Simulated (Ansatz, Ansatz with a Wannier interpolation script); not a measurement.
Planning a run of Ansatz 0.2.0 on SiO2 (Cristobalite). The input:

```yaml
crystal:
  lattice:
    - [4.982, 0.0, 0.0]
    - [0.0, 4.982, 0.0]
    - [0.0, 0.0, 6.963]
  atoms:
    - { symbol: Si, position: [0.29897, 0.29897, 0.0] }
    - { symbol: Si, position: [0.20103, 0.79897, 0.25] }
    - { symbol: Si, position: [0.70103, 0.70103, 0.5] }
    - { symbol: Si, position: [0.79897, 0.20103, 0.75] }
    - { symbol: O, position: [0.23989, 0.10347, 0.17813] }
    - { symbol: O, position: [0.39653, 0.73989, 0.42813] }
    - { symbol: O, position: [0.76011, 0.89653, 0.67813] }
    - { symbol: O, position: [0.60347, 0.26011, 0.92813] }
    - { symbol: O, position: [0.73989, 0.39653, 0.57187] }
    - { symbol: O, position: [0.89653, 0.76011, 0.32187] }
    - { symbol: O, position: [0.26011, 0.60347, 0.07187] }
    - { symbol: O, position: [0.10347, 0.23989, 0.82187] }
kpoints:
  mp_grid: { grid: [4, 4, 2] }
hamiltonian:
  xc: lda
scf:
  occupations: { method: fixed }
  n_extra_bands: 91
output:
  wannier:
    kmesh: [8, 8, 4]
    projections:
      - { species: O, l: p, shell: 2 }
      - { species: Si, l: s, shell: 3 }
      - { species: Si, l: p, shell: 3 }
    minimise: true
    write_hr: true
    seedname: w
    conv_tol: 1.0e-07
    max_iter: 4000
    disentanglement:
      window: [-2.43, 17.6]
      frozen_window: [-2.43, 9.53]
      conv_tol: 1.0e-08
```

The database entry behind the starting cell lists a temperature of 340 K, so it need not match the best structure at ambient conditions.

```sh
ansatz run input.yaml --threads 3 --pin off --max-ram 92160MiB --backend cuda --events-out ev --progress --plain --runs-dir out --devices 1 --max-vram 13GiB  # rebuilt from the run's record
```

Estimate wall time and host memory on 1 × NVIDIA H100 80GB HBM3 (shared by 6 runs) with 3 threads of AMD EPYC 7R13 (Zen 3), shared host.

It took 32 s; on shared hardware allow 16 s to 63 s. Peak host memory was 1.4 GiB.

[Paths, hosts, dates, memory and timing lines, banners, echoed tables and standing remarks are left out of the program output.]

[Logs are printed without paths, hosts, clocks, repeated set-up lines and the standing remarks that a program may print on its own settings, such as how far it seeks lower states.]

[Runs of the session that timed out or met a known fault of the program may be left out.]

[Hosts, paths, dates, database ids (printed as entryN), source tags and the programs' standing remarks are cut or masked in the printed files.]
